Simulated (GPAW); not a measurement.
**C (Fd-3m): how ε∞ follows the gap**

The empty bands of C (Fd-3m) are shifted up rigidly by Δ, and ε∞ is computed for each shift.

Cell: a, b, c = 2.522, 2.522, 2.522 Å (primitive vectors), 2 atoms.

Method: GPAW 26.7.0, PBE, RPA, k-mesh 20×20×20, local fields up to 70 eV, Lorentzian half width 0.12 eV.

Launch of the response step: `OMP_NUM_THREADS=1 python df.py`. The series took 66 s in all, its band step included, on 1 thread of Arm Neoverse V1, with other jobs on the host.

| Δ (eV) | ε∞ |
| --- | --- |
| 0.00 | 5.779 |
| 0.25 | 5.675 |
| 0.50 | 5.575 |
| 0.75 | ? |
| 1.00 | 5.388 |
| 1.50 | 5.218 |
| 2.00 | 5.061 |
| 3.00 | 4.781 |

With one effective transition at E₀ and fixed dipole strength, ε∞ − 1 = A/(E₀ + Δ), so 1/(ε∞ − 1) is linear in Δ.

Working, on the rows shown:

| x = Δ (eV) | y = 1/(ε∞ − 1) |
| --- | --- |
| 0 | 0.209249 |
| 0.25 | 0.213904 |
| 0.5 | 0.218579 |
| 1 | 0.227894 |
| 1.5 | 0.237079 |
| 2 | 0.246245 |
| 3 | 0.26448 |

Means: x̄ = 1.1786, ȳ = 0.23106. Σ(x − x̄)(y − ȳ) = 0.126, Σ(x − x̄)² = 6.839. Slope = 0.126 / 6.839 = 0.01842; intercept = ȳ − slope · x̄ = 0.20936. Turned back into ε∞, the line misses the rows shown by at most 0.0025.

Task: Fill in the last column of the withheld row.

Result: At x = 0.75 the line gives y = 0.22317, that is 5.481. The run gave 5.479, so the interpolation is off by 0.0019, 0.2 % of the range in the table.

Refitted with all rows, the slope is 0.01841 and the intercept 0.20937. These give E₀ = intercept/slope = 11.4 eV, far above the least direct gap of 5.60 eV: most of the screening comes from transitions well over the edge. Over the first step ε∞ falls by 7 % per eV. The measured fundamental gap is 5.5 eV (arxiv:1902.02958 (2019)), against 4.14 eV for the same gap here, so it asks for Δ = 1.36 eV, where the line gives ε∞ = 5.27. Excitons are left out; PBE gaps are as a rule too small. The values come from a sum over the points of one k-mesh and carry its error, which grows as the direct gap shrinks. The local-field cutoff holds few shells of reciprocal vectors for this small cell, so ε∞ can read a few per cent high.
